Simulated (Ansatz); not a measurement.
# Starting-point dependence of the GW gap of NbInO4 (P2/c)

One-shot GW is not self-consistent; how far does the start matter for NbInO4 (P2/c)?

Program: Ansatz 0.2.0. Level of theory: G0W0 on several functionals, plane waves, PAW. Results are calculated unless marked as measured.

In doubt: masses and optical values from hybrid runs of this build are listed as unsure (steps 3, 4), which bears on the screening that GW takes from such a start.

## 1. Starting point

It takes space group P2/c (No. 13, monoclinic). The conventional cell has a = 4.835 Å, b = 5.771 Å, c = 5.144 Å, α = 90.00°, β = 91.13°, γ = 90.00°. Nearest to Nb lie 6 O at 1.88 to 2.15 Å. Nearest to In lie 6 O at 2.10 to 2.23 Å. Nearest to O lie 1 Nb at 1.88 Å and 2 In at 2.15 to 2.23 Å. Nearest to O lie 2 Nb at 1.98 to 2.15 Å and 1 In at 2.10 Å. Farther neighbours and most contacts between anions are not listed.

The cell and positions come from the Crystallography Open Database and are kept as given unless a step says otherwise. The default PAW set here is soft_2. Its files were made with PBE.

## 2. G0W0 on r2SCAN

G0W0 replaces the xc potential by the self-energy, built once from these orbitals. Only a window of levels is corrected, while the sums run over the empty bands that the input names.

This step: G0W0 on r2SCAN, plane waves, PAW.

File input.yaml:

```yaml
crystal:
  lattice:
    - [4.8355, 0.0, 0.0]
    - [0.0, 5.7709, 0.0]
    - [-0.1014445258, 0.0, 5.1429996119]
  atoms:
    - { symbol: Nb, position: [0.0, 0.1779, 0.25] }
    - { symbol: Nb, position: [0.0, 0.8221, 0.75] }
    - { symbol: In, position: [0.5, 0.6825, 0.25] }
    - { symbol: In, position: [0.5, 0.3175, 0.75] }
    - { symbol: O, position: [0.26, 0.618, 0.901] }
    - { symbol: O, position: [0.74, 0.618, 0.599] }
    - { symbol: O, position: [0.74, 0.382, 0.099] }
    - { symbol: O, position: [0.26, 0.382, 0.401] }
    - { symbol: O, position: [0.217, 0.898, 0.438] }
    - { symbol: O, position: [0.783, 0.898, 0.062] }
    - { symbol: O, position: [0.783, 0.102, 0.562] }
    - { symbol: O, position: [0.217, 0.102, 0.938] }
kpoints:
  mp_grid: { grid: [4, 2, 4] }
hamiltonian:
  xc: r2scan
scf:
  occupations: { method: fixed }
gw:
  n_empty_bands: 306
  ecut_chi: 96
  qp_bands: [v4, c4]
  qp_kpoints: band_edges
  screening: { model: contour_deformation }
```

The run is started by

```bash
ansatz run input.yaml --threads 24 --pin off --max-ram 82944MiB --backend cuda --events-out ev --progress --plain --runs-dir out --devices 1 --max-vram 78GiB
```

Numbers of over 12 decimals in the logs are rounded to 6 here.

What it wrote:

```text
GPUs: using 1 of 1 available (devices: 1).
Engine: ansatz 0.2.0, aarch64-unknown-linux-gnu
Pseudopotentials: kind: paw
Pseudopotential: Nb, paw, valence charge 13, recommended cutoff 500 eV (meta_gga), Nb.paw.azcp
Pseudopotential: In, paw, valence charge 13, recommended cutoff 500 eV (meta_gga), In.paw.azcp
Pseudopotential: O, paw, valence charge 6, recommended cutoff 500 eV (meta_gga), O.paw.azcp
Functional definition: r2SCAN
  parameter k0 = 0.174
  parameter k1 = 0.065
  parameter a1 = 4.9479
  exchange = r2scan_x(k0 = k0, k1 = k1, a1 = a1)
  correlation = r2scan_c
[...]
Crystal: 12 atoms, lattice volume = 143.516 Å³
Basis set: ecut = 500 eV, 3649 PW (Γ), exchange–correlation on 144×180×160 points (64 copies of the dense FFT grid, shifted against one another)
Bands: 62, of which v1, the nominal top of the filled ones, is band 50 counted from 1 (49 counted from 0)
Symmetry: 4 space group operations
Space group: P2/c (ITA 13), of the structure as read, at distance tolerance 5.2e-5 Å
k-points: 20 of 32
Non-local potential: Nb, projectors of the file, l = 0: 3, l = 1: 2, l = 2: 2, l = 3: 1
Non-local potential: In, projectors of the file, l = 0: 2, l = 1: 2, l = 2: 2, l = 3: 2
Non-local potential: O, projectors of the file, l = 0: 2, l = 1: 2, l = 2: 1
PAW form: soft (Blöchl's): semilocal exchange-correlation on the pseudo side does not see the compensation charge
PAW frozen core: Nb, regenerated for the run's functional (the file was generated under x = pbe(κ = 0.804, μ = 0.219515), c = pbe(β = 0.066725))
PAW frozen core: In, regenerated for the run's functional (the file was generated under x = pbe(κ = 0.804, μ = 0.219515), c = pbe(β = 0.066725))
PAW frozen core: O, regenerated for the run's functional (the file was generated under x = pbe(κ = 0.804, μ = 0.219515), c = pbe(β = 0.066725))
PAW one-centre angular grid: Nb, 590 points (default); XC on 160 Gauss nodes
PAW one-centre angular grid: In, 590 points (default); XC on 289 of its mesh's 2783 points in the sphere
PAW one-centre angular grid: O, 302 points (default); XC on 160 Gauss nodes
Initial density: superposition of atomic densities (neutral atoms: chi_scale 0, normalization atom), corrected by the library's trained network
Initial wavefunctions: pseudopotential atomic-orbital guess
[...]
Functional: x = r2scan, c = r2scan; τ floored in thin density (d = 2e-4 eV/Å³)
SCF iter   1: F=—  HF=-24908.806817 eV  |F-HF|=—  |Δ(HF+E_count)|=         —  Δρ=1.64e-2  dr2=5.11e-1  dr2_τ=7.18e-1  ethr=1.77e-3  ⟨swp⟩=5.0  Hψ=4270  notcnv=0  defer=192
preconditioner: auto → Resta (q_TF=auto, 2.569 Å⁻¹)  ε∞=5.0  [insulator: Δε(μ)=4.119 eV  Ē_g=14.251 eV  n_scr=38 (ndim 8)  ℏωp=28.4 eV  f_vac=0.026  ε∞_Penn≈5.0]
SCF iter   2: F=—  HF=-24908.858664 eV  |F-HF|=—  |Δ(HF+E_count)|=   5.18e-2  Δρ=7.29e-3  dr2=2.61e-2  dr2_τ=2.54e-2  ethr=5.11e-4  ⟨swp⟩=2.9  Hψ=2326  notcnv=0  defer=180
SCF iter   3: F=—  HF=-24908.859603 eV  |F-HF|=—  |Δ(HF+E_count)|=   9.40e-4  Δρ=3.34e-3  dr2=7.89e-3  dr2_τ=7.36e-4  ethr=2.61e-5  ⟨swp⟩=2.0  Hψ=1698  notcnv=0  defer=199
SCF iter   4: F=—  HF=-24908.859410 eV  |F-HF|=—  |Δ(HF+E_count)|=   1.94e-4  Δρ=6.76e-4  dr2=4.98e-4  dr2_τ=8.63e-5  ethr=7.89e-6  ⟨swp⟩=2.0  Hψ=1693  notcnv=0  defer=200
SCF iter   5: F=—  HF=-24908.859439 eV  |F-HF|=—  |Δ(HF+E_count)|=   2.99e-5  Δρ=2.81e-4  dr2=1.03e-4  dr2_τ=1.76e-5  ethr=4.98e-7  ⟨swp⟩=2.0  Hψ=1736  notcnv=0  defer=178
SCF iter   6: F=—  HF=-24908.859428 eV  |F-HF|=—  |Δ(HF+E_count)|=   1.16e-5  Δρ=7.97e-5  dr2=9.54e-6  dr2_τ=7.90e-7  ethr=1.03e-7  ⟨swp⟩=2.0  Hψ=1707  notcnv=0  defer=80
SCF iter   7: F=—  HF=-24908.859429 eV  |F-HF|=—  |Δ(HF+E_count)|=   1.17e-6  Δρ=1.86e-5  dr2=5.47e-7  dr2_τ=4.94e-8  ethr=9.54e-9  ⟨swp⟩=2.0  Hψ=1937  notcnv=0  defer=80
SCF iter   8: F=-24908.859429 eV  HF=-24908.859429 eV  |F-HF|=3.24e-9  |Δ(HF+E_count)|=   7.80e-8  Δρ=3.77e-6  dr2=2.90e-8  dr2_τ=2.19e-9  ethr=1.00e-10  ⟨swp⟩=10.0  Hψ=4192  notcnv=0
SCF 1 converged in 8 iterations: F = -24908.859429 eV  dr2 = 2.90e-8
  greatest PAW one-centre occupation: 1.001 electrons in one spin orbital (limit 2), on the Nb atom at site 1 (counted from 0), in its partial waves of l = 0
[...]
SCF converged after 8 iterations
[...]
12    54     13.4200   -14.0103    -4.9355   -20.1329  0.7796    14.6268    14.6071  root
    13    47      7.8361   -26.2676     4.5949   -21.5128  0.7574     7.6758     7.6762  root
    13    48      7.8931   -25.7060     4.5396   -21.0001  0.7556     7.7265     7.7269  root
    13    49      8.3510   -26.2471     4.6720   -21.4727  0.7554     8.2484     8.2485  root
    13    50      8.3690   -25.9545     4.7241   -21.1255  0.7524     8.2639     8.2641  root
    13    51     12.6407   -13.4107    -5.0139   -19.4763  0.7908    13.7062    13.6924  root
    13    52     12.7787   -12.9748    -4.7546   -18.7208  0.7983    13.7813    13.7701  root
    13    53     13.3852   -14.2877    -4.9473   -20.4176  0.7770    14.5880    14.5677  root
    13    54     13.4523   -14.3129    -4.9945   -20.5281  0.7774    14.6942    14.6729  root
    14    47      8.2300   -26.9752     4.4104   -22.4878  0.7660     8.1530     8.1531  root
    14    48      8.3335   -26.2994     4.6497   -21.5409  0.7559     8.2245     8.2247  root
    14    49      8.3373   -25.9014     4.8163   -20.9719  0.7501     8.2239     8.2242  root
    14    50      8.5814   -26.2400     4.8415   -21.2992  0.7526     8.4820     8.4822  root
    14    51     13.0143   -13.9070    -5.0900   -20.1425  0.7805    14.1782    14.1597  root
    14    52     13.0535   -13.9909    -4.9662   -20.1138  0.7829    14.2282    14.2101  root
    14    53     13.0591   -13.6851    -4.8136   -19.6341  0.7838    14.2113    14.1944  root
    14    54     13.5041   -14.2129    -5.1078   -20.5196  0.7742    14.7249    14.7030  root
    15    47      8.0952   -25.9181     4.7714   -20.9941  0.7507     7.9423     7.9426  root
    15    48      8.1320   -26.8697     4.4468   -22.3301  0.7654     8.0391     8.0392  root
    15    49      8.4778   -26.1110     4.8301   -21.1697  0.7516     8.3664     8.3666  root
    15    50      8.5244   -26.3218     4.6998   -21.5378  0.7553     8.4401     8.4403  root
    15    51     12.8429   -13.7007    -5.0539   -19.8680  0.7858    13.9726    13.9562  root
    15    52     13.0938   -13.3556    -4.9946   -19.4304  0.7846    14.1900    14.1740  root
    15    53     13.2632   -13.9279    -4.9858   -20.0626  0.7793    14.4308    14.4120  root
[...]
19    47      7.7804   -26.1481     4.7212   -21.2631  0.7561     7.6162     7.6166  root
    19    48      7.7804   -26.1481     4.7212   -21.2631  0.7561     7.6162     7.6166  root
    19    49      8.2941   -26.0032     4.7569   -21.1169  0.7525     8.1645     8.1648  root
    19    50      8.2941   -26.0032     4.7569   -21.1169  0.7525     8.1645     8.1648  root
    19    51     13.1251   -13.3582    -5.0504   -19.4919  0.7869    14.2241    14.2083  root
    19    52     13.1251   -13.3582    -5.0504   -19.4919  0.7869    14.2241    14.2083  root
    19    53     13.1590   -14.0158    -4.8698   -20.0007  0.7838    14.2910    14.2741  root
    19    54     13.1590   -14.0158    -4.8698   -20.0007  0.7838    14.2910    14.2741  root
```

It took 10 s on 1 × NVIDIA GB200 (shared by 2 runs) with 24 threads of Arm Neoverse V2, shared host; peak memory 2.7 GiB; 39 s of CPU time.

Numbers from this step:

```yaml
bands_summed: 356
rpa_eps_infinity_on_this_mesh_eigenvalues: 4.447, 4.540, 4.792
plane_waves_in_the_screening_matrix: 295
q_points_in_the_mesh: 32
g0w0_gap_on_the_mesh: 4.905 eV
k_of_the_valence_top: 0.25, 0, -0.25
k_of_the_conduction_bottom: 0.25, 0, -0.5
starting_gap_on_the_mesh: 3.846 eV
z_at_the_valence_top: 0.7562
z_at_the_conduction_bottom: 0.7994
least_direct_g0w0_gap_on_the_computed_points: 5.012 eV
```

The gap on the mesh goes from 3.85 eV to 4.90 eV, a correction of +1.06 eV. Between the two edge states, bare exchange in place of the xc potential would open the gap by 10.37 eV, and correlation takes back 9.31 eV.

## 3. G0W0 on HSE06

The same correction from a different start measures what one shot leaves open.

This step: G0W0 on HSE06, plane waves, PAW.

Edit input.yaml of step 2 so:

```diff
@@ -21,3 +21,3 @@
 hamiltonian:
-  xc: r2scan
+  xc: hse06
 scf:
```

What it wrote:

```text
GPUs: using 1 of 1 available (devices: 1).
[...]
davidson cushion auto → on  (no smearing: the cushion is to keep the highest requested band from converging to the state above it; pin scf.eigensolver.cushion to override)
[...]
Crystal: 12 atoms, lattice volume = 143.516 Å³
Basis set: ecut = 420 eV, 2809 PW (Γ)
Bands: 62, of which v1, the nominal top of the filled ones, is band 50 counted from 1 (49 counted from 0)
[... 1 set-up line as in the run before ...]
[...]
k-points: 20 of 32
[...]
SCF iter   1: F=—  HF=-24846.571949 eV  |F-HF|=—  |Δ(HF+E_count)|=         —  Δρ=2.41e-3  dr2=2.81e-3  ethr=1.77e-3  ⟨swp⟩=5.9  Hψ=5806  notcnv=0
[...]
SCF iter   3: F=-24846.579349 eV  HF=-24846.579695 eV  |F-HF|=3.46e-4  |Δ(HF+E_count)|=   2.27e-4  Δρ=9.01e-4  dr2=9.47e-4  ethr=2.58e-6  ⟨swp⟩=3.3  Hψ=3252  notcnv=0
SCF 1 stopped early in 3 iterations: F = -24846.579349 eV  dr2 = 9.47e-4
[...]
Exchange kernel: α = 0.2500, screened, ω = 0.2079 Å⁻¹, Wigner–Seitz truncation, v(0) = 1017.3767 eV·Å³, q-mesh 4×2×4, nearest image of the exchange supercell L = 11.54 Å, pair-density grid 25×32×30, without the augmentation charges, whose exchange is taken in its separable form by FFT convolution over the k-point mesh (sized by the pseudopotential files, 36×40×36 at the most), smooth part of the exact exchange by density-matrix convolution in up to 3.85 GiB of GPU memory as planned if the GPU has room (build and FFT work areas not counted)
Frozen-core exchange: fock
[...]
hybrid outer 1: dexx = +5.911e-2 eV, tail = 1.45e-4 eV
[...]
SCF 3 converged in 4 iterations: F = -24857.257625 eV  dr2 = 5.70e-8
hybrid outer 2: dexx = +1.836e-6 eV, tail = 1.53e-7 eV, Δε = 4.10e-3 eV (about 1.72e-4 eV left of the loop's levels)
[...]
12    54     13.8267   -13.5940    -4.7207   -19.1920  0.8040    14.7116    14.7039  root
    13    47      7.0691   -26.2799     4.3135   -22.2352  0.7820     7.3371     7.3378  root
    13    48      7.1245   -25.7997     4.2756   -21.7816  0.7812     7.3813     7.3820  root
    13    49      7.6166   -26.0020     4.4608   -21.8504  0.7775     7.9249     7.9259  root
    13    50      7.6183   -26.2558     4.3876   -22.1716  0.7802     7.9209     7.9218  root
    13    51     13.0013   -12.9708    -4.8208   -18.5652  0.8137    13.7804    13.7749  root
    13    52     13.1278   -12.5586    -4.5822   -17.8744  0.8204    13.8659    13.8614  root
    13    53     13.7942   -13.8536    -4.7257   -19.4516  0.8021    14.6743    14.6665  root
[...]
19    51     13.5096   -13.0075    -4.7147   -18.5038  0.8131    14.2968    14.2912  root
    19    52     13.5096   -13.0075    -4.7147   -18.5038  0.8131    14.2968    14.2912  root
    19    53     13.5566   -13.4771    -4.8064   -19.1099  0.8053    14.3897    14.3829  root
    19    54     13.5566   -13.4771    -4.8064   -19.1099  0.8053    14.3897    14.3829  root
```

The job ended after 31 s (1 × NVIDIA GB200 (shared by 2 runs) with 24 threads; peak memory 2.6 GiB; 94 s of CPU time).

Numbers from this step:

* bands summed: 356
* RPA ε∞ on this mesh (eigenvalues): 3.902, 3.972, 4.173
* plane waves in the screening matrix: 295
* q-points in the mesh: 32
* G0W0 gap on the mesh: 5.311 eV
* k of the valence top: 0.25, 0, -0.25
* k of the conduction bottom: 0.25, 0, -0.5
* starting gap on the mesh: 4.899 eV
* Z at the valence top: 0.7809
* Z at the conduction bottom: 0.8215
* least direct G0W0 gap on the computed points: 5.417 eV

Against the run with 4×2×4 mesh, 306 empty bands, screening to 96 eV on r2SCAN, the gap moves by +0.41 eV, while the start moved by +1.05 eV.

## 4. G0W0 on PBE0

This step: G0W0 on PBE0, plane waves, PAW.

Edit input.yaml of step 3 so:

```diff
@@ -21,3 +21,3 @@
 hamiltonian:
-  xc: hse06
+  xc: pbe0
 scf:
```

What it wrote:

```text
GPUs: using 1 of 1 available (devices: 1).
[...]
Crystal: 12 atoms, lattice volume = 143.516 Å³
Basis set: ecut = 420 eV, 2809 PW (Γ)
Bands: 62, of which v1, the nominal top of the filled ones, is band 50 counted from 1 (49 counted from 0)
[... 1 set-up line as in the run before ...]
[...]
k-points: 20 of 32
[...]
13    51     13.3729   -12.9419    -4.6947   -18.1488  0.8244    13.8871    13.8851  root
    13    52     13.4953   -12.5297    -4.4653   -17.4667  0.8308    13.9686    13.9671  root
    13    53     14.1748   -13.8302    -4.5905   -19.0329  0.8139    14.7901    14.7869  root
[...]
19    51     13.8822   -12.9869    -4.5816   -18.0899  0.8241    14.4058    14.4037  root
    19    52     13.8822   -12.9869    -4.5816   -18.0899  0.8241    14.4058    14.4037  root
    19    53     13.9355   -13.4365    -4.6802   -18.6816  0.8168    14.5030    14.5003  root
    19    54     13.9355   -13.4365    -4.6802   -18.6816  0.8168    14.5030    14.5003  root
```

Elapsed: 30 s, on 1 × NVIDIA GB200 (shared by 2 runs) with 24 threads; peak memory 2.7 GiB; 92 s of CPU time.

This step gave:

- bands summed: 356
- RPA ε∞ on this mesh (eigenvalues): 3.684, 3.754, 3.934
- plane waves in the screening matrix: 295
- G0W0 gap on the mesh: 5.539 eV
- k of the valence top: 0.25, 0, -0.25
- k of the conduction bottom: 0.25, 0, -0.5
- starting gap on the mesh: 5.661 eV
- least direct G0W0 gap on the computed points: 5.649 eV

Against the run with 4×2×4 mesh, 306 empty bands, screening to 96 eV on HSE06, the gap moves by +0.23 eV, while the start moved by +0.76 eV.

## 5. The starts together

All on the 4×2×4 mesh with 306 empty bands and screening to 96 eV. Times are wall times on 1 × NVIDIA GB200 (shared by 2 runs) with 24 threads of Arm Neoverse V2, shared host, good to a factor of about two.

```
 start  starting gap (eV)  shift (eV)  G0W0 gap (eV)  RPA ε∞ (harmonic mean)  Z (valence, conduction)  time
r2SCAN               3.85       +1.06           4.90                    4.59               0.76, 0.80  10 s
 HSE06               4.90       +0.41           5.31                    4.01               0.78, 0.82  31 s
  PBE0               5.66       −0.12           5.54                    3.79               0.79, 0.83  30 s
```

How the two edges are built up, in eV (the quasiparticle level is the starting level plus Σx plus Σc less Vxc):

| run | edge | start | Σx | Σc | Vxc | Z | QP |
| --- | --- | --- | --- | --- | --- | --- | --- |
| r2SCAN | valence top | 8.62 | -26.33 | 4.65 | -21.61 | 0.76 | 8.55 |
| r2SCAN | conduction bottom | 12.46 | -13.07 | -4.66 | -18.72 | 0.80 | 13.45 |
| HSE06 | valence top | 7.89 | -26.38 | 4.39 | -22.33 | 0.78 | 8.22 |
| HSE06 | conduction bottom | 12.78 | -12.64 | -4.50 | -17.89 | 0.82 | 13.53 |
| PBE0 | valence top | 7.49 | -26.39 | 4.26 | -22.74 | 0.79 | 8.09 |
| PBE0 | conduction bottom | 13.15 | -12.61 | -4.39 | -17.48 | 0.83 | 13.63 |

For a hybrid start, Vxc holds its share of exact exchange.

## 6. Outcome

| Property | Result |
| --- | --- |
| G0W0@r2SCAN | 4.90 eV (start 3.85 eV) |
| G0W0@HSE06 | 5.31 eV (start 4.90 eV) |
| G0W0@PBE0 | 5.54 eV (start 5.66 eV) |
| known limits | not at the basis limit; no spin-orbit coupling; coarse k mesh |

In words: The starting gaps span 1.81 eV and the G0W0 gaps 0.63 eV. Between r2SCAN and PBE0, 0.63 eV of the 1.81 eV survives, 35 %. PBE0 screens less than r2SCAN (ε∞ 3.79 against 4.59). Of the 0.63 eV by which its G0W0 gap is higher, the correlation part gives +0.66 eV, and exchange with the one-particle terms, which follow the orbitals, −0.03 eV. On PBE0 the correction is negative: that start lies above its own G0W0 value. The smallest correction, −0.12 eV, is on PBE0, the start nearest to reproducing itself. Bands and cutoff are finite, so the gap is not at the basis limit. The miss can reach some tenths of an eV and take either sign; the mesh is an error of its own. The 4×2×4 mesh is coarse for this cell (its supercell is 12 Å along the shortest edge). The RPA ε∞ on it, from the r2SCAN start, is 4.45, 4.54 and 4.79; such meshes misread the long-range screening, most where the gap is narrow. The program warns that the mesh is coarse for exact exchange, which bears on the hybrid start's gap. The many-body steps are scalar-relativistic: spin-orbit coupling is not in them.

[Paths, hosts, dates, memory and timing lines, banners, echoed tables and standing remarks are left out of the program output.]

[Logs are printed without paths, hosts, clocks, repeated set-up lines and the standing remarks that a program may print on its own settings, such as how far it seeks lower states.]

[Runs of the session that timed out or met a known fault of the program may be left out.]

[Cells called generated may have been cut or substituted from an entry of the Crystallography Open Database or the Materials Project.]

[Hosts, paths, dates, database ids (printed as entryN), source tags and the programs' standing remarks are cut or masked in the printed files.]
